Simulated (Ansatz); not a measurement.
**A convergence test on SnO2 (Cassiterite): k mesh of the density**

Aim: see how gap, energy and time of SnO2 (Cassiterite) follow the k mesh of the density.

Calculated with Ansatz 0.2.0; DFT, PBE, plane waves, PAW.

## Step 1: The starting structure

The structure is tetragonal, space group P4_2/mnm (No. 136). The conventional cell has a = 4.738 Å, b = 4.738 Å, c = 3.187 Å, α = 90.00°, β = 90.00°, γ = 90.00°. Nearest to Sn lie 6 O at 2.05 to 2.06 Å. Nearest to O lie 3 Sn at 2.05 to 2.06 Å. Farther neighbours and most contacts between anions are not listed.

The cell and positions come from the Crystallography Open Database and are kept as given unless a step says otherwise. The default PAW set here is soft_2. Its files were made with PBE.

## Step 2: k mesh of the density: 2×2×2

Contents of input.yaml:

```yaml
crystal:
  lattice:
    - [4.738, 0.0, 0.0]
    - [0.0, 4.738, 0.0]
    - [0.0, 0.0, 3.1865]
  atoms:
    - { symbol: Sn, position: [0.0, 0.0, 0.0] }
    - { symbol: Sn, position: [0.5, 0.5, 0.5] }
    - { symbol: O, position: [0.3071, 0.3071, 0.0] }
    - { symbol: O, position: [0.1929, 0.8071, 0.5] }
    - { symbol: O, position: [0.6929, 0.6929, 0.0] }
    - { symbol: O, position: [0.8071, 0.1929, 0.5] }
kpoints:
  mp_grid: { grid: [2, 2, 2] }
  band_path:
    path:
      - [0.0, 0.0, 0.0]
      - [0.0, 0.5, 0.0]
      - [0.5, 0.5, 0.0]
      - [0.0, 0.0, 0.5]
      - [0.0, 0.5, 0.5]
      - [0.5, 0.5, 0.5]
    npoints: 1
hamiltonian:
  xc: pbe
scf:
  occupations: { method: fixed }
  n_extra_bands: 6
output:
  eigenvalues: true
  forces: true
  stress: true
  write_density: true
  write_potential: true
  elf: true
  volumetric_format: npy
```

Launch:

```console
$ ansatz run input.yaml --threads 3 --pin off --max-ram 92160MiB --backend cuda --events-out ev --progress --plain --runs-dir out --devices 1 --max-vram 13GiB
```

Numbers of over 12 decimals in the logs are rounded to 6 here.

Output:

```text
scf.n_extra_bands = 6 over 26 filled bands (N_el = 52.0): the run solves 32 bands
GPUs: using 1 of 1 available (devices: 1).
Engine: ansatz 0.2.0, x86_64-unknown-linux-gnu
Pseudopotentials: kind: paw
Pseudopotential: Sn, paw, valence charge 14, recommended cutoff 420 eV (normal), Sn.paw.azcp
Pseudopotential: O, paw, valence charge 6, recommended cutoff 420 eV (normal), O.paw.azcp
Functional definition: PBE
  parameter kappa = 0.804
  parameter beta = 0.066725
  exchange = pbe_x(kappa = kappa, mu = beta*pi^2/3)
  correlation = pbe_c(beta = beta)
device memory: the entry about to start is reckoned to put 1.7 GiB on a device that reports 39.0 GiB free (of which the cap on the GPU budget leaves the run 13.0 GiB)
GPU FFT provider: cuFFT
GPU libraries: cuBLAS 13.8.2, cuFFT 12.4.0, cuSOLVER 12.3.4
Crystal: 6 atoms, lattice volume = 71.533 Å³
Basis set: ecut = 420 eV, 1411 PW (Γ), exchange–correlation on 64×64×48 points (8 copies of the dense FFT grid, shifted against one another)
Bands: 32, of which v1, the nominal top of the filled ones, is band 26 counted from 1 (25 counted from 0)
Symmetry: 16 space group operations
Space group: P42/mnm (ITA 136), of the structure as read, at distance tolerance 4.2e-5 Å
k-points: 6 of 8
Non-local potential: Sn, projectors of the file, l = 0: 2, l = 1: 2, l = 2: 2, l = 3: 2
Non-local potential: O, projectors of the file, l = 0: 2, l = 1: 2, l = 2: 1
PAW form: soft (Blöchl's): semilocal exchange-correlation on the pseudo side does not see the compensation charge
PAW one-centre angular grid: Sn, 590 points (default); XC on 64 Gauss nodes
PAW one-centre angular grid: O, 110 points (default); XC on 64 Gauss nodes
Initial density: superposition of atomic densities (neutral atoms: chi_scale 0, normalization atom), corrected by the library's trained network
Initial wavefunctions: pseudopotential atomic-orbital guess
GPU buffer pool allocated for 24576 grid points (all kernels)
GPU transforms: local potential and band sums: pruned to the plane-wave sphere, on 32×32×24
Functional: x = pbe(κ = 0.804, μ = 0.219515), c = pbe(β = 0.066725)
SCF iter   1: F=—  HF=-14317.296050 eV  |F-HF|=—  |Δ(HF+E_count)|=         —  Δρ=7.63e-3  dr2=1.95e-2  ethr=1.77e-3  ⟨swp⟩=4.3  Hψ=718  notcnv=0  defer=22
preconditioner: auto → Resta (q_TF=auto, 2.587 Å⁻¹)  ε∞=3.6  [insulator: Δε(μ)=1.283 eV  Ē_g=19.729 eV  n_scr=18 (ndim 8)  ℏωp=31.7 eV  f_vac=0.027  ε∞_Penn≈3.6]
SCF iter   2: F=—  HF=-14317.292740 eV  |F-HF|=—  |Δ(HF+E_count)|=   3.31e-3  Δρ=3.49e-3  dr2=2.40e-3  ethr=3.76e-5  ⟨swp⟩=2.0  Hψ=340  notcnv=0  defer=24
SCF iter   3: F=—  HF=-14317.292891 eV  |F-HF|=—  |Δ(HF+E_count)|=   1.51e-4  Δρ=1.30e-3  dr2=4.77e-4  ethr=4.62e-6  ⟨swp⟩=2.0  Hψ=192  notcnv=0  defer=24
SCF iter   4: F=—  HF=-14317.293031 eV  |F-HF|=—  |Δ(HF+E_count)|=   1.40e-4  Δρ=1.73e-4  dr2=1.47e-5  ethr=9.16e-7  ⟨swp⟩=2.3  Hψ=263  notcnv=0  defer=24
SCF iter   5: F=—  HF=-14317.293213 eV  |F-HF|=—  |Δ(HF+E_count)|=   1.83e-4  Δρ=2.63e-5  dr2=2.20e-7  ethr=2.82e-8  ⟨swp⟩=2.2  Hψ=287  notcnv=0  defer=12
SCF iter   6: F=-14317.293214 eV  HF=-14317.293214 eV  |F-HF|=9.85e-9  |Δ(HF+E_count)|=   2.46e-7  Δρ=4.13e-6  dr2=1.03e-8  ethr=1.92e-10  ⟨swp⟩=15.5  Hψ=1598  notcnv=0
SCF 1 converged in 6 iterations: F = -14317.293214 eV  dr2 = 1.03e-8
[...]
device memory: the entry about to start is reckoned to put 1.1 GiB on a device that reports 43.7 GiB free (of which the cap on the GPU budget leaves the run 13.0 GiB)
NSCF: frozen V_eff on 6 k-points
SCF converged after 6 iterations
Free energy (F): -14317.293214 eV
Harris-Foulkes:  -14317.293214 eV  (|F-HF|=9.85e-9)
Internal energy: -14317.293214 eV  (E = F + TS)
E sigma→0 (E₀):  -14317.293214 eV
Fermi energy:    9.596054 eV
--- Per-component energies (eV) ---
  E_band       = -112.695064
  E_kinetic    = 1086.313564
  E_local      = -2862.768771  (includes V_loc(G=0)·N_el)
  E_nonlocal   = 135.296869
  E_hartree    = 1492.724679
  E_xc         = -1054.581520
  E_vxc        = -563.634013  (∫ρ·V_xc dr)
  E_paw        = -8931.436327  (= ΣΔE_a)
  E_vpaw       = -893.358848  (= ΣTr[D̂ρ^β])
  E_aug_tail   = 0.010073  (compensation charges beyond the density's cutoff)
  E_ewald      = -4182.851779
  E_smearing   = -0.000000  (= −TS)
  E_closure    = 0.000000  (closes the sum)
  Σ components = -14317.293214   (vs F -14317.293214, Δ=0.00e0)
--- Forces (eV/Å), atoms counted from 1 ---
  atom   1  Sn    -0.00000000     0.00000000     0.00000000
  atom   2  Sn    -0.00000000     0.00000000     0.00000000
  atom   3  O     -0.27100531    -0.27100531     0.00000000
  atom   4  O      0.27100531    -0.27100531    -0.00000000
  atom   5  O      0.27100531     0.27100531    -0.00000000
  atom   6  O     -0.27100531     0.27100531     0.00000000
  max |Σ_I F_I| component: 1.11e-16 eV/Å
--- Stress (GPa, compression-positive) ---
        8.261907      -0.000000      -0.000000
       -0.000000       8.261907       0.000000
       -0.000000       0.000000      16.960938
  P = ⅓ Tr σ = 11.1616 GPa (111.616 kbar)
--- Band table (eV; the first three rows and the last of 6) ---
  k-point 0: bands = [... 22 lower, 8.3922, 8.8190, 8.8190, 9.5961, 10.8336, 15.7229, 15.9228, 15.9228, ... 2 higher]
  k-point 1: bands = [... 22 lower, 7.9297, 7.9297, 8.3287, 8.3287, 15.8167, 15.8167, 19.3508, 19.3508, ... 2 higher]
  k-point 2: bands = [... 22 lower, 8.4353, 8.4353, 8.9580, 8.9580, 14.0183, 14.0183, 16.6655, 16.6655, ... 2 higher]
  k-point 5: bands = [... 22 lower, 8.6271, 8.6271, 8.7563, 8.7563, 14.4984, 14.4984, 18.4466, 18.4466, ... 2 higher]
```

The job ended after 9.2 s (1 × NVIDIA H100 80GB HBM3 (shared by 6 runs) with 3 threads of AMD EPYC 7R13 (Zen 3), shared host; peak memory 0.91 GiB).

This step gave:

| Item | Value |
| --- | --- |
| pressure | 11.16 GPa |
| gap | 1.238 eV |
| valence top at | Γ |
| conduction bottom at | Γ |
| least direct gap | 1.238 eV |

The gap is direct, at Γ.

## Step 3: k mesh of the density: 4×4×4

Edit input.yaml of step 2 so:

```diff
@@ -13,3 +13,3 @@
 kpoints:
-  mp_grid: { grid: [2, 2, 2] }
+  mp_grid: { grid: [4, 4, 4] }
   band_path:
```

Output:

```text
[...]
GPUs: using 1 of 1 available (devices: 1).
[...]
GPU FFT provider: cuFFT
GPU libraries: cuBLAS 13.8.2, cuFFT 12.4.0, cuSOLVER 12.3.4
Crystal: 6 atoms, lattice volume = 71.533 Å³
Basis set: ecut = 420 eV, 1411 PW (Γ), exchange–correlation on 64×64×48 points (8 copies of the dense FFT grid, shifted against one another)
[...]
k-point 0: bands = [... 22 lower, 8.3075, 8.7549, 8.7549, 9.5289, 10.8096, 15.6959, 15.8974, 15.8974, ... 2 higher]
  k-point 1: bands = [... 22 lower, 7.0118, 8.6905, 8.6905, 9.0286, 13.3864, 16.4845, 17.9806, 17.9806, ... 2 higher]
  k-point 2: bands = [... 22 lower, 7.8754, 7.8754, 8.2711, 8.2711, 15.7701, 15.7701, 19.3182, 19.3182, ... 2 higher]
  k-point 17: bands = [... 22 lower, 8.5599, 8.5599, 8.6943, 8.6943, 14.4679, 14.4679, 18.4248, 18.4248, ... 2 higher]
[key lines of the parts left out:]
SCF converged after 6 iterations
Free energy (F): -14317.829501 eV
Fermi energy:    9.528852 eV
P = ⅓ Tr σ = 11.0553 GPa (110.553 kbar)
```

It took 5.7 s on 1 × NVIDIA H100 80GB HBM3 (shared by 6 runs) with 3 threads; peak memory 0.92 GiB.

This step gave:

```
pressure             : 11.06 GPa
gap                  : 1.281 eV
valence top at       : Γ
conduction bottom at : Γ
least direct gap     : 1.281 eV
```

The gap is 1.281 eV, +0.043 eV from the run before at this level.

## Step 4: k mesh of the density: 6×6×8 (the default)

input.yaml, the sections that differ from step 3:

```yaml
kpoints:
  mp_grid: { grid: [6, 6, 8] }
  band_path:
    path:
      - [[0.0, 0.0, 0.0], [0.0, 0.5, 0.0], [0.5, 0.5, 0.0], [0.0, 0.0, 0.0], [0.0, 0.0, 0.5], [0.0, 0.5, 0.5], [0.5, 0.5, 0.5], [0.0, 0.0, 0.5]]
      - [[0.0, 0.5, 0.0], [0.0, 0.5, 0.5]]
      - [[0.5, 0.5, 0.0], [0.5, 0.5, 0.5]]
    npoints: 10
scf:
  occupations: { method: fermi_dirac, width: 0.02 }
  n_extra_bands: 6
# crystal, hamiltonian, output: as in step 3
```

Output:

```text
[...]
GPUs: using 1 of 1 available (devices: 1).
[...]
GPU FFT provider: cuFFT
GPU libraries: cuBLAS 13.8.2, cuFFT 12.4.0, cuSOLVER 12.3.4
Crystal: 6 atoms, lattice volume = 71.533 Å³
Basis set: ecut = 420 eV, 1411 PW (Γ), exchange–correlation on 64×64×48 points (8 copies of the dense FFT grid, shifted against one another)
[...]
k-point 0: bands = [... 22 lower, 8.3043, 8.7527, 8.7527, 9.5266, 10.8087, 15.6950, 15.8965, 15.8965, ... 2 higher]
  k-point 1: bands = [... 22 lower, 7.7253, 8.7887, 8.7887, 9.3960, 11.7694, 16.0127, 16.5476, 16.5476, ... 2 higher]
  k-point 2: bands = [... 22 lower, 7.0099, 8.6885, 8.6885, 9.0265, 13.3846, 16.4831, 17.9792, 17.9792, ... 2 higher]
  k-point 49: bands = [... 22 lower, 8.5576, 8.5576, 8.6922, 8.6922, 14.4668, 14.4668, 18.4241, 18.4241, ... 2 higher]
[key lines of the parts left out:]
SCF converged after 6 iterations
Free energy (F): -14317.839524 eV
Fermi energy:    10.167741 eV
P = ⅓ Tr σ = 11.0811 GPa (110.811 kbar)
```

It took 8.1 s on 1 × NVIDIA H100 80GB HBM3 (shared by 6 runs) with 3 threads; peak memory 0.94 GiB.

This step gave:

```
pressure             : 11.08 GPa
gap                  : 1.282 eV
valence top at       : Γ
conduction bottom at : Γ
least direct gap     : 1.282 eV
```

The gap is 1.282 eV, +0.001 eV from the run before at this level.

## Step 5: k mesh of the density: 8×8×10

input.yaml, the sections that differ from step 4:

```yaml
kpoints:
  mp_grid: { grid: [8, 8, 10] }
  band_path:
    path:
      - [0.0, 0.0, 0.0]
      - [0.0, 0.5, 0.0]
      - [0.5, 0.5, 0.0]
      - [0.0, 0.0, 0.5]
      - [0.0, 0.5, 0.5]
      - [0.5, 0.5, 0.5]
    npoints: 1
scf:
  occupations: { method: fixed }
  n_extra_bands: 6
output:
  eigenvalues: true
  forces: true
  stress: true
# crystal, hamiltonian: as in step 4
```

Output:

```text
[...]
GPUs: using 1 of 1 available (devices: 1).
[...]
GPU FFT provider: cuFFT
GPU libraries: cuBLAS 13.8.2, cuFFT 12.4.0, cuSOLVER 12.3.4
Crystal: 6 atoms, lattice volume = 71.533 Å³
Basis set: ecut = 420 eV, 1411 PW (Γ), exchange–correlation on 64×64×48 points (8 copies of the dense FFT grid, shifted against one another)
[...]
k-point 0: bands = [... 22 lower, 8.3042, 8.7527, 8.7527, 9.5266, 10.8087, 15.6949, 15.8965, 15.8965, ... 2 higher]
  k-point 1: bands = [... 22 lower, 7.9078, 8.7889, 8.7889, 9.4425, 11.4741, 15.9095, 16.3269, 16.3269, ... 2 higher]
  k-point 2: bands = [... 22 lower, 7.2271, 8.7479, 8.7479, 9.1994, 12.7384, 16.3339, 17.3682, 17.3682, ... 2 higher]
  k-point 89: bands = [... 22 lower, 8.5575, 8.5575, 8.6922, 8.6922, 14.4668, 14.4668, 18.4240, 18.4240, ... 2 higher]
[key lines of the parts left out:]
SCF converged after 6 iterations
Free energy (F): -14317.839523 eV
Fermi energy:    9.526573 eV
P = ⅓ Tr σ = 11.0813 GPa (110.813 kbar)
```

Wall time 14 s (1 × NVIDIA H100 80GB HBM3 (shared by 6 runs) with 3 threads); peak memory 0.92 GiB.

Numbers from this step:

* pressure: 11.08 GPa
* gap: 1.282 eV
* valence top at: Γ
* conduction bottom at: Γ
* least direct gap: 1.282 eV

The gap is 1.282 eV, as in the run before at this level.

## Step 6: The series

Differences are against the last row; a negative gap means that bands overlap, and a run with a band path holds that path's time. Times are wall times on 1 × NVIDIA H100 80GB HBM3 (shared by 6 runs) with 3 threads of AMD EPYC 7R13 (Zen 3), shared host, good to a factor of about two.

| k mesh of the density | gap (eV) | direct gap (eV) | gap error (eV) | energy error (meV/atom) | irreducible k | time |
| --- | --- | --- | --- | --- | --- | --- |
| 2×2×2 | 1.238 | 1.238 | −0.045 | +91.1 | 6 | 9.2 s |
| 4×4×4 | 1.281 | 1.281 | −0.001 | +1.7 | 18 | 5.7 s |
| 6×6×8 | 1.282 | 1.282 | +0.000 | +0.0 | 50 | 8.1 s |
| 8×8×10 | 1.282 | 1.282 | +0.000 | +0.0 | 90 | 14 s |

## Step 7: Results

| Quantity | Value |
| --- | --- |
| 2×2×2 | 1.238 eV |
| 4×4×4 | 1.281 eV |
| 6×6×8 | 1.282 eV |
| 8×8×10 | 1.282 eV |

**Reading.** The gap holds to 0.02 eV from 4×4×4 on. At 2×2×2 the gap is off by −0.045 eV and the energy by +91 meV/atom. The gap is read over the mesh and added points near the edges, so meshes differ mainly through the density and, for a hybrid, the exchange operator.

[Paths, hosts, dates, memory and timing lines, banners, echoed tables and standing remarks are left out of the program output.]

[Logs are printed without paths, hosts, clocks, repeated set-up lines and the standing remarks that a program may print on its own settings, such as how far it seeks lower states.]

[Runs of the session that timed out or met a known fault of the program may be left out.]

[Cells called generated may have been cut or substituted from an entry of the Crystallography Open Database or the Materials Project.]

[Hosts, paths, dates, database ids (printed as entryN), source tags and the programs' standing remarks are cut or masked in the printed files.]
